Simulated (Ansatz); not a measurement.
# TiGe (model cell, started as zinc blende): following an unstable mode, part 3 of 3

Aim: this structure of TiGe (model cell, started as zinc blende) is to be tested for unstable modes, and one is followed downhill.

Ansatz 0.2.0; DFT PBE, scalar-relativistic, plane waves, PAW.

So far. Step 4 (The mode frozen in, largest atomic shift 0.6 Å): The run ends at a pressure of -4.39 GPa, with forces up to 0.32 eV/Å. Step 5 (Energy along the mode, all amplitudes (two of the runs …): The energy still falls at the last step, so the rise lies beyond the steps tried.

The structure was built from a prototype and need not be the compound's stable phase.

## (6) Relaxation from the frozen mode (continued)

The steps of the relaxation:

```
step  energy less that of the first step (eV)  largest force component (eV/Å)  pressure (GPa)  volume (Å³)
   1                                   0.0000                          0.2974           -4.39       199.80
   2                                  -0.5535                          0.8656            1.14       173.54
   3                                  -0.9174                          0.8216           -0.29       168.88
   4                                  -1.3070                          0.7199           -0.30       161.55
   5                                  -1.5761                          0.3186           -0.56       156.28
   6                                  -1.6615                          1.2859            0.05       152.73
   7                                  -1.7743                          0.1899           -0.85       154.21
   8                                  -1.8596                          0.1162            1.50       148.69
   9                                  -1.8500                          0.2552           -0.31       151.13
  10                                  -1.8774                          0.1291           -0.46       151.07
  11                                  -1.8825                          0.0074            0.05       150.44
  12                                  -1.8825                          0.0008           -0.01       150.55
 13*                                  -1.8748                          0.0012            0.00       150.55
```

Relaxation steps marked * repeat the geometry before them on a plane-wave basis chosen anew for their cell, so energy and pressure can jump there. Relaxation step 9 was tried and not accepted.

The run keeps the 8 symmetry operations that the program found, so distortions that break them were not tested.

| conventional cell, symmetrised | before | after | change |
| --- | --- | --- | --- |
| a (Å) | 5.846 | 5.263 | -10.0 % |
| b (Å) | 5.846 | 5.263 | -10.0 % |
| c (Å) | 11.692 | 10.871 | -7.0 % |
| volume (Å³/atom) | 24.98 | 18.82 | -24.7 % |

The atoms that moved most (Å, as changes of fractional coordinates times the final cell):

```
atom      dx      dy      dz  length
 Ge8   0.000   0.900   0.000   0.900
 Ge7   0.000  -0.900   0.000   0.900
 Ti4  -0.134  -0.523   0.134   0.556
 Ti1  -0.134   0.523  -0.134   0.556
 Ti2   0.134   0.523   0.134   0.556
 Ti3   0.134  -0.523  -0.134   0.556
```

Numbers from this step:

* pressure: -3.24e-4 GPa
* volume per atom: 18.82 Å³

The distorted start has space group I-42m; the relaxation ends in I-42m.

## (7) The new phase in its own primitive cell

The relaxed structure is symmetrised, reduced to its primitive cell and relaxed tightly, as its phonons need.

The input, input.yaml:

```yaml
crystal:
  lattice:
    - [-2.631344113, 2.631344113, 5.4356469572]
    - [2.631344113, -2.631344113, 5.4356469572]
    - [2.631344113, 2.631344113, -5.4356469572]
  atoms:
    - { symbol: Ti, position: [0.1512274406, 0.1512274406, 0.6486881234] }
    - { symbol: Ti, position: [0.5025393172, 0.5025393172, 0.3513118766] }
    - { symbol: Ti, position: [0.4974606828, 0.8487725594, 0.0] }
    - { symbol: Ti, position: [0.8487725594, 0.4974606828, 0.0] }
    - { symbol: Ge, position: [0.5, 0.0, 0.5] }
    - { symbol: Ge, position: [0.0, 0.5, 0.5] }
    - { symbol: Ge, position: [0.8841454616, 0.8841454616, 0.0] }
    - { symbol: Ge, position: [0.1158545384, 0.1158545384, 0.0] }
kpoints:
  mp_grid: { grid: [8, 8, 8] }
hamiltonian:
  xc: pbe
scf:
  occupations: { method: gaussian, width: 0.01 }
output:
  forces: true
  stress: true
  eigenvalues: true
relax:
  adjacent_minimum: "off"
  f_tol: 0.001
  max_steps: 60
  cell: { stress_tol: 0.01 }
```

Started as:

```console
$ ansatz run input.yaml --threads 4 --pin off --max-ram 7168MiB --backend cpu --events-out ev --progress --plain --runs-dir out
```

The program printed:

```text
[...]
Crystal: 8 atoms, lattice volume = 150.545 Å³
Basis set: ecut = 420 eV, 2931 PW (Γ), exchange–correlation on 90×90×90 points (8 copies of the dense FFT grid, shifted against one another)
Bands: 63, of which v1, the nominal top of the filled ones, is band 52 counted from 1 (51 counted from 0)
Symmetry: 8 space group operations
[...]
k-points: 59 of 512 (time reversal used)
[...]
- [2.637353, 2.637353, -5.416267]
  atoms:
    - { symbol: Ti, position: [0.152321, 0.152321, 0.649055] }
    - { symbol: Ti, position: [0.503267, 0.503267, 0.350945] }
    - { symbol: Ti, position: [0.496733, 0.847679, 0.0] }
    - { symbol: Ti, position: [0.847679, 0.496733, 0.0] }
    - { symbol: Ge, position: [0.500000, 0, 0.500000] }
    - { symbol: Ge, position: [0, 0.500000, 0.500000] }
    - { symbol: Ge, position: [0.883907, 0.883907, 0] }
    - { symbol: Ge, position: [0.116093, 0.116093, 0] }
[key lines of the parts left out:]
SCF converged after 11 iterations
Free energy (F): -27177.227764 eV
Fermi energy:    11.267786 eV
P = ⅓ Tr σ = -0.0018 GPa (-0.018 kbar)
```

Wall time 2.6 min (4 threads of Arm Neoverse N1, shared host); peak memory 0.81 GiB; 9.8 min of CPU time.

Relaxation path:

```csv
step,energy less that of the first step (eV),largest force component (eV/Å),pressure (GPa),volume (Å³)
1,0.0000,0.0234,0.01,150.55
2,-0.0006,0.0078,-0.03,150.67
3,-0.0008,0.0075,0.01,150.69
4,-0.0008,0.0010,0.00,150.69
5*,-0.0009,0.0010,0.00,150.69
```

Relaxation steps marked * repeat the geometry before them on a plane-wave basis chosen anew for their cell, so energy and pressure can jump there.

The run keeps the 8 symmetry operations that the program found, so distortions that break them were not tested.

| conventional cell, symmetrised | before | after | change |
| --- | --- | --- | --- |
| a (Å) | 5.263 | 5.275 | +0.2 % |
| b (Å) | 5.263 | 5.275 | +0.2 % |
| c (Å) | 10.871 | 10.833 | -0.4 % |
| volume (Å³/atom) | 18.82 | 18.84 | +0.1 % |

The relaxed structure:

```cif
data_structure
_symmetry_space_group_name_H-M 'P 1'
_symmetry_Int_Tables_number 1
_cell_length_a 6.5763
_cell_length_b 6.5763
_cell_length_c 6.5763
_cell_angle_alpha 132.713
_cell_angle_beta 132.713
_cell_angle_gamma 69.105
_cell_volume 150.69
loop_
_atom_site_label
_atom_site_type_symbol
_atom_site_fract_x
_atom_site_fract_y
_atom_site_fract_z
_atom_site_occupancy
Ti1 Ti 0.15232 0.15232 0.64905 1
Ti2 Ti 0.50327 0.50327 0.35095 1
Ti3 Ti 0.49673 0.84768 0.00000 1
Ti4 Ti 0.84768 0.49673 0.00000 1
Ge5 Ge 0.50000 0.00000 0.50000 1
Ge6 Ge 0.00000 0.50000 0.50000 1
Ge7 Ge 0.88391 0.88391 0.00000 1
Ge8 Ge 0.11609 0.11609 0.00000 1
```

This step gave:

* pressure: -0.001819 GPa
* volume per atom: 18.84 Å³

The largest force component left is 0.99 meV/Å and the pressure is -0.002 GPa, within the tolerances set. The cell now holds 18.84 Å³/atom.

## (8) Results

- unstable mode of the parent: q = (0.25, -0.5, -0.25), 31i cm⁻¹
- depth at the lowest point sampled: 13.7 meV/atom
- largest atomic shift at that point: 0.6 Å
- space group reached: I-42m
- energy gained over the parent (first relaxation, on the mesh of the frozen mode): 248 meV/atom
- volume per atom, phase reached: 18.8 Å³

In words: Along this mode the structure falls into I-42m, 248 meV/atom below the parent. At the parent's cell the well is 13.71 meV/atom deep on the steps tried, with its lowest point at a shift of 0.6 Å. That is the last step tried, so the steps alone don't bracket the bottom of the well. Relaxing atoms and cell changes the gain by +234.31 meV/atom against the lowest step (energies at zero smearing). Most of the total comes from this relaxation. The modes of the phase reached were not computed. Of the 3 patterns followed from this parent, this one ends 484 meV/atom above the lowest, I4_1/amd. Each path keeps the symmetry of its pattern, so a lower phase may lie along a pattern not tried. The program warns that the interpolation holds no quadrupole term, so branches close to Γ can be off in this crystal. The volume moved by more than a tenth on the k mesh of the start, so the energy gain is rough. The starting cell was built on a prototype and not taken from a measurement, so the phase need not exist.

[Long decimals in the printed logs are rounded to 6 places.]

[Logs are printed without paths, hosts, clocks, repeated set-up lines and the standing remarks that a program may print on its own settings, such as how far it seeks lower states.]

[Hosts, paths, dates, database ids (printed as entryN), source tags and the programs' standing remarks are cut or masked in the printed files.]

[Where the starting crystal was built by hand or by swapping elements, it need not be the compound's stable phase.]
